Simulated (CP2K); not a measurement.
The C K edge of chloroacetonitrile was computed by TDDFT (CP2K XAS_TDP, aug-pc-1, TDA) at these levels: PBE0, PBEh(45%) and PBEh(45%) + GW2X. The first three lines of C2 (bonded to C, Cl and 2 H) with a strength over 0.0015, energy in eV and strength:

| run | first | second | third |
| --- | --- | --- | --- |
| 1 | 289.13 (0.050) | 291.91 (0.017) | 293.33 (0.016) |
| 2 | 283.38 (0.051) | 286.16 (0.017) | 287.58 (0.016) |
| 3 | 277.83 (0.034) | 279.73 (0.005) | 281.00 (0.010) |

Question: Which run is which?

Run 1: PBEh(45%) + GW2X (45 % exact exchange). Run 2: PBEh(45%) (45 % exact exchange). Run 3: PBE0 (25 % exact exchange). Self-interaction lifts the core level, so the uncorrected lines rise with the share of exact exchange. The GW2X run keeps the spacings of its parent: 2.78 eV between the first two lines in run 1, 2.78 eV in run 2. Its shift is +5.75 eV, since the Kohn–Sham level at this share of exchange lies that far above the quasiparticle level.

[Hosts, paths, dates, database ids (printed as entryN), source tags and the programs' standing remarks are cut or masked in the printed files.]
